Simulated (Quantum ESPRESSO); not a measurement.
# LuAs (Fm-3m): zone-centre phonons, part 2 of 2

Which modes does LuAs (Fm-3m) have at the zone centre?

Quantum ESPRESSO 7.5; DFT LDA, scalar-relativistic, plane waves, JTH PAW pseudopotentials.

So far. Step 2 (A first look): No gap opens on this mesh, so smearing is kept; the start stands at -4.0 GPa. Step 4 (Ground state): The cell stands at -0.25 GPa, close enough for stiff modes, while soft ones can move. The relaxed cell has a = 5.550 Å (conventional setting).

## 5. Zone-centre response

At q = 0 one unit cell holds all displacements; symmetry groups them into irreducible representations that are solved one by one. With smeared occupations no response to a homogeneous field can be asked.

Input file ph.in:

```
phonons
&inputph
   prefix = 'x'
   outdir = './tmp'
   fildyn = 'g.dyn'
   tr2_ph = 1.0d-18
   alpha_mix(1) = 0.4
   nmix_ph = 8
/
0.000000000000 0.000000000000 0.000000000000
```

On the command line:

```bash
$ OMP_NUM_THREADS=1 mpirun -n 4 ph.x -nk 4 -in ph.in > ph.out
```

Log:

```text
[banners, grids, parts of the stress and lines that vanish by symmetry left out]
[banner, memory and clock lines left out]
Program PHONON v.7.5

     ./tmp/x.save/

     file Lu.upf: wavefunction(s)  5S 6S 5P 0P 5D 0D 4F 0F renormalized
     file As.upf: wavefunction(s)  4S 0S 0P 3D 0D renormalized

     IMPORTANT: XC functional enforced from input :
     Exchange-correlation= PW
                           (   1   4   0   0   0   0   0)
     Any further DFT definition will be discarded
     Please, verify this is what you really want

     G-vector sticks info

     Reading collected, re-writing distributed wavefunctions in ./tmp/

     Number and degeneracy of irreps per q-point
       N         xq(1)         xq(2)         xq(3)   N irreps
       1   0.000000000   0.000000000   0.000000000       2
        3   3

     Calculation of q =    0.0000000   0.0000000   0.0000000

     phonons

     bravais-lattice index     =            0
     lattice parameter (alat)  =       7.4162  a.u.
     unit-cell volume          =     288.4196 (a.u.)^3
     number of atoms/cell      =            2
     number of atomic types    =            2
     kinetic-energy cut-off    =      40.0000  Ry
     charge density cut-off    =     200.0000  Ry
     convergence threshold     =      1.0E-18
     beta                      =       0.4000
     number of iterations used =            8
     Exchange-correlation= PW
                           (   1   4   0   0   0   0   0)

     celldm(1)=    7.41617  celldm(2)=    0.00000  celldm(3)=    0.00000
     celldm(4)=    0.00000  celldm(5)=    0.00000  celldm(6)=    0.00000

     crystal axes: (cart. coord. in units of alat)
               a(1) = (  0.0000  0.7071  0.7071 )
               a(2) = (  0.7071  0.0000  0.7071 )
               a(3) = (  0.7071  0.7071  0.0000 )

     reciprocal axes: (cart. coord. in units 2 pi/alat)
               b(1) = ( -0.7071  0.7071  0.7071 )
               b(2) = (  0.7071 -0.7071  0.7071 )
               b(3) = (  0.7071  0.7071 -0.7071 )

     Atoms inside the unit cell:

     Cartesian axes

     site n.  atom      mass           positions (alat units)
        1  Lu    174.9668   tau(    1) = (    0.70711    0.70711    0.70711  )
        2  As     74.9216   tau(    2) = (    0.00000    0.00000    0.00000  )

     Computing dynamical matrix for
                    q = (   0.0000000   0.0000000   0.0000000 )

     49 Sym.Ops. (with q -> -q+G )

     G cutoff =  278.6314  (  13803 G-vectors)     FFT grid: ( 36, 36, 36)
     G cutoff =  222.9051  (   9841 G-vectors)  smooth grid: ( 30, 30, 30)

     number of k points=    47  Marzari-Vanderbilt smearing, width (Ry)=  0.0200
                       cart. coord. in units 2pi/alat
        k(    1) = (   0.0000000   0.0000000   0.0000000), wk =   0.0020000
        k(    2) = (   0.0707107   0.0707107  -0.0707107), wk =   0.0160000
        k(    3) = (   0.1414214   0.1414214  -0.1414214), wk =   0.0160000
        [... further k-points left out ...]

     PseudoPot. # 1 for Lu read from file:
     ./pseudo/Lu.upf
     Pseudo is Projector augmented-wave + core cor, Zval = 25.0
     Shape of augmentation charge: SINC**2
     Using radial grid of 1118 points,  8 beta functions with:
                l(1) =   0
                l(2) =   0
                l(3) =   1
                l(4) =   1
                l(5) =   2
                l(6) =   2
                l(7) =   3
                l(8) =   3
     Q(r) pseudized with 0 coefficients

     PseudoPot. # 2 for As read from file:
     ./pseudo/As.upf
     Pseudo is Projector augmented-wave + core cor, Zval = 15.0
     Shape of augmentation charge: BESSEL
     Using radial grid of 1057 points,  6 beta functions with:
                l(1) =   0
                l(2) =   0
                l(3) =   1
                l(4) =   1
                l(5) =   2
                l(6) =   2
     Q(r) pseudized with 0 coefficients

     Mode symmetry, O_h (m-3m)  point group:

     Atomic displacements:
     There are    2 irreducible representations

     Representation     1      3 modes -  To be done

     Representation     2      3 modes -  To be done

     Alpha used in Ewald sum =   1.8000

     Representation #   1 modes #   1   2   3

     Self-consistent Calculation
      iter #   1   av.it.:  14.5
      thresh= 1.000E-02 alpha_mix =  0.400 |ddv_scf|^2 =  6.486E-06
      iter #   2   av.it.:  24.3
      thresh= 2.547E-04 alpha_mix =  0.400 |ddv_scf|^2 =  5.500E-07
      iter #   3   av.it.:  24.8
      thresh= 7.416E-05 alpha_mix =  0.400 |ddv_scf|^2 =  2.467E-08
      iter #   4   av.it.:  25.3
      thresh= 1.571E-05 alpha_mix =  0.400 |ddv_scf|^2 =  2.895E-09
      iter #   5   av.it.:  26.4
      thresh= 5.381E-06 alpha_mix =  0.400 |ddv_scf|^2 =  1.189E-11
      iter #   6   av.it.:  26.0
      thresh= 3.448E-07 alpha_mix =  0.400 |ddv_scf|^2 =  6.170E-13
      iter #   7   av.it.:  26.2
      thresh= 7.855E-08 alpha_mix =  0.400 |ddv_scf|^2 =  2.457E-14
      iter #   8   av.it.:  26.6
      thresh= 1.568E-08 alpha_mix =  0.400 |ddv_scf|^2 =  9.129E-17
      iter #   9   av.it.:  24.5
      thresh= 9.555E-10 alpha_mix =  0.400 |ddv_scf|^2 =  1.717E-17
      iter #  10   av.it.:  25.6
      thresh= 4.144E-10 alpha_mix =  0.400 |ddv_scf|^2 =  8.106E-20

     End of self-consistent calculation

     Convergence has been achieved

     Representation #   2 modes #   4   5   6

     Self-consistent Calculation
      iter #   1   av.it.:  17.2
      thresh= 1.000E-02 alpha_mix =  0.400 |ddv_scf|^2 =  2.383E-05
      iter #   2   av.it.:  25.5
      thresh= 4.882E-04 alpha_mix =  0.400 |ddv_scf|^2 =  1.381E-07
      iter #   3   av.it.:  26.4
      thresh= 3.717E-05 alpha_mix =  0.400 |ddv_scf|^2 =  8.135E-09
      iter #   4   av.it.:  26.9
      thresh= 9.019E-06 alpha_mix =  0.400 |ddv_scf|^2 =  3.977E-10
      iter #   5   av.it.:  27.4
      thresh= 1.994E-06 alpha_mix =  0.400 |ddv_scf|^2 =  1.478E-12
      iter #   6   av.it.:  25.6
      thresh= 1.216E-07 alpha_mix =  0.400 |ddv_scf|^2 =  4.127E-13
      iter #   7   av.it.:  28.1
      thresh= 6.424E-08 alpha_mix =  0.400 |ddv_scf|^2 =  6.553E-15
      iter #   8   av.it.:  26.5
      thresh= 8.095E-09 alpha_mix =  0.400 |ddv_scf|^2 =  3.365E-17
      iter #   9   av.it.:  27.1
      thresh= 5.801E-10 alpha_mix =  0.400 |ddv_scf|^2 =  4.368E-18
      iter #  10   av.it.:  28.3
      thresh= 2.090E-10 alpha_mix =  0.400 |ddv_scf|^2 =  2.029E-20

     End of self-consistent calculation

     Convergence has been achieved

     Number of q in the star =    1
     List of q in the star:
          1   0.000000000   0.000000000   0.000000000

     Diagonalizing the dynamical matrix

     q = (    0.000000000   0.000000000   0.000000000 )

 **************************************************************************
     freq (    1) =      -0.081650 [THz] =      -2.723536 [cm-1]
     freq (    2) =      -0.081650 [THz] =      -2.723536 [cm-1]
     freq (    3) =      -0.081650 [THz] =      -2.723536 [cm-1]
     freq (    4) =       5.627238 [THz] =     187.704440 [cm-1]
     freq (    5) =       5.627238 [THz] =     187.704440 [cm-1]
     freq (    6) =       5.627238 [THz] =     187.704440 [cm-1]
 **************************************************************************

     Mode symmetry, O_h (m-3m)  point group:

     freq (   1-   3) =         -2.7  [cm-1]   --> T_1u G_15  G_4- I
     freq (   4-   6) =        187.7  [cm-1]   --> T_1u G_15  G_4- I
```

Run time: 5.1 min. Hardware: 4 MPI ranks of Arm Neoverse V1, shared host; 20 min of CPU time.

Read from the output:

| Quantity | Value |
| --- | --- |
| largest acoustic frequency at the zone centre before the sum rule | -2.72 cm⁻¹ |
| highest optical zone-centre mode (no LO-TO term) | 187.7 cm⁻¹ |
| lowest optical zone-centre mode | 187.7 cm⁻¹ |

The acoustic modes at Γ come out as far as 2.7 cm⁻¹ from zero, where they should vanish, a small numerical error.

## 6. Modes with the sum rule

A rigid shift of the crystal must cost nothing, but grids and finite bases break this; the acoustic sum rule is imposed before the matrix is diagonalised again.

Input file dynmat.in:

```
&input
   fildyn = 'g.dyn'
   asr = 'simple'
   fileig = 'dynmat.eig'
/
```

On the command line:

```bash
$ dynmat.x -in dynmat.in > dynmat.out
```

Log:

```text
[banner, memory and clock lines left out]
Program DYNMAT v.7.5

     Reading Dynamical Matrix from file g.dyn
     ...Force constants read
     ...epsilon and Z* not read (not found on file)
     A direction for q was not specified:TO-LO splitting will be absent

     Polarizability (A^3 units)
     multiply by 1.000000 for Clausius-Mossotti correction
         0.000000    0.000000    0.000000
         0.000000    0.000000    0.000000
         0.000000    0.000000    0.000000

     IR activities are in (D/A)^2/amu units

# mode   [cm-1]    [THz]      IR
    1     -0.00   -0.0000    0.0000
    2      0.00    0.0000    0.0000
    3      0.00    0.0000    0.0000
    4    187.71    5.6275    0.0000
    5    187.71    5.6275    0.0000
    6    187.71    5.6275    0.0000
```

It took 0.48 s on 1 thread.

Unit eigenvectors of the mass-weighted matrix after the sum rule; no LO-TO term. The modes at Γ (shares of kinetic energy by element, %):

| mode | frequency (cm⁻¹) | symmetry | Lu % | As % |
| --- | --- | --- | --- | --- |
| 1 | 0.0 | acoustic | 70 | 30 |
| 2 | 0.0 | acoustic | 70 | 30 |
| 3 | 0.0 | acoustic | 70 | 30 |
| 4 | 187.7 | T1u | 30 | 70 |
| 5 | 187.7 | T1u | 30 | 70 |
| 6 | 187.7 | T1u | 30 | 70 |

Displacements in mode 5 (187.7 cm⁻¹), the largest set to 1:
```
Lu1  0.00  0.00 -0.43
As2  0.00  0.00  1.00
```

The rule moves no optical mode by more than 0.1 cm⁻¹.

## 7. Sum rules set otherwise (asr no)

Without the rule the raw error of the acoustic modes shows.

Input file dynmat.in:

```
&input
   fildyn = 'g.dyn'
   asr = 'no'
   fileig = 'dynmat.eig'
/
```

On the command line:

```bash
$ dynmat.x -in dynmat.in > dynmat.out
```

Log:

```text
[banner, memory and clock lines left out]
Program DYNMAT v.7.5

     Reading Dynamical Matrix from file g.dyn
     ...Force constants read
     ...epsilon and Z* not read (not found on file)
     A direction for q was not specified:TO-LO splitting will be absent

     Polarizability (A^3 units)
     multiply by 1.000000 for Clausius-Mossotti correction
         0.000000    0.000000    0.000000
         0.000000    0.000000    0.000000
         0.000000    0.000000    0.000000

     IR activities are in (D/A)^2/amu units

# mode   [cm-1]    [THz]      IR
    1     -2.72   -0.0817    0.0000
    2     -2.72   -0.0817    0.0000
    3     -2.72   -0.0817    0.0000
    4    187.70    5.6272    0.0000
    5    187.70    5.6272    0.0000
    6    187.70    5.6272    0.0000
```

Wall time 0.47 s (1 thread).

Zone-centre frequencies as printed; negative means imaginary. Modes:

| mode | frequency (cm⁻¹) |
| --- | --- |
| 1 | -2.72 |
| 2 | -2.72 |
| 3 | -2.72 |
| 4 | 187.7 |
| 5 | 187.7 |
| 6 | 187.7 |

Against the first rule no mode moves by more than 2.8 cm⁻¹.

## 8. Sum rules set otherwise (asr crystal)

The rule can be imposed in more than one way; the choices should agree where the raw error is small.

Input file dynmat.in:

```
&input
   fildyn = 'g.dyn'
   asr = 'crystal'
   fileig = 'dynmat.eig'
/
```

On the command line:

```bash
$ dynmat.x -in dynmat.in > dynmat.out
```

Log:

```text
[banner, memory and clock lines left out]
Program DYNMAT v.7.5

     Reading Dynamical Matrix from file g.dyn
     ...Force constants read
     ...epsilon and Z* not read (not found on file)
     Acoustic Sum Rule: || Z*(ASR) - Z*(orig)|| =    0.000000E+00
     Acoustic Sum Rule: ||dyn(ASR) - dyn(orig)||=    2.106751E-04
     A direction for q was not specified:TO-LO splitting will be absent

     Polarizability (A^3 units)
     multiply by 1.000000 for Clausius-Mossotti correction
         0.000000    0.000000    0.000000
         0.000000    0.000000    0.000000
         0.000000    0.000000    0.000000

     IR activities are in (D/A)^2/amu units

# mode   [cm-1]    [THz]      IR
    1     -0.00   -0.0000    0.0000
    2      0.00    0.0000    0.0000
    3      0.00    0.0000    0.0000
    4    187.69    5.6268    0.0000
    5    187.69    5.6268    0.0000
    6    187.69    5.6268    0.0000
```

Wall time 0.47 s (1 thread).

Zone-centre frequencies as printed; negative means imaginary. Modes:

| mode | frequency (cm⁻¹) |
| --- | --- |
| 1 | 0 |
| 2 | 0 |
| 3 | 0 |
| 4 | 187.7 |
| 5 | 187.7 |
| 6 | 187.7 |

Against the first rule no mode moves by more than 0.1 cm⁻¹.

## 9. Outcome

```
space group after relaxation                                           : Fm-3m
volume per atom                                                        : 21.4 Å³
highest optical zone-centre mode (no LO-TO term)                       : 187.7 cm⁻¹
imaginary optical modes at the zone centre (no q mesh in this session) : none
```

What this shows: At the LDA level the optical modes of LuAs (Fm-3m) at the zone centre lie at 188 cm⁻¹. These are harmonic frequencies at zero temperature: anharmonic shifts and linewidths and thermal expansion are left out. Spin-orbit coupling is left out, which can matter for the heavy elements here. In a metal the frequencies hang on the k mesh and the smearing, most of all near Kohn anomalies. The structure comes from a database and need not be the phase that is stable at ambient conditions.

[Host names and launcher messages were left out of these logs when they were recorded.]

[Logs are printed without paths, hosts, clocks, repeated set-up lines and the standing remarks that a program may print on its own settings, such as how far it seeks lower states.]

[Hosts, paths, dates, database ids (printed as entryN), source tags and the programs' standing remarks are cut or masked in the printed files.]
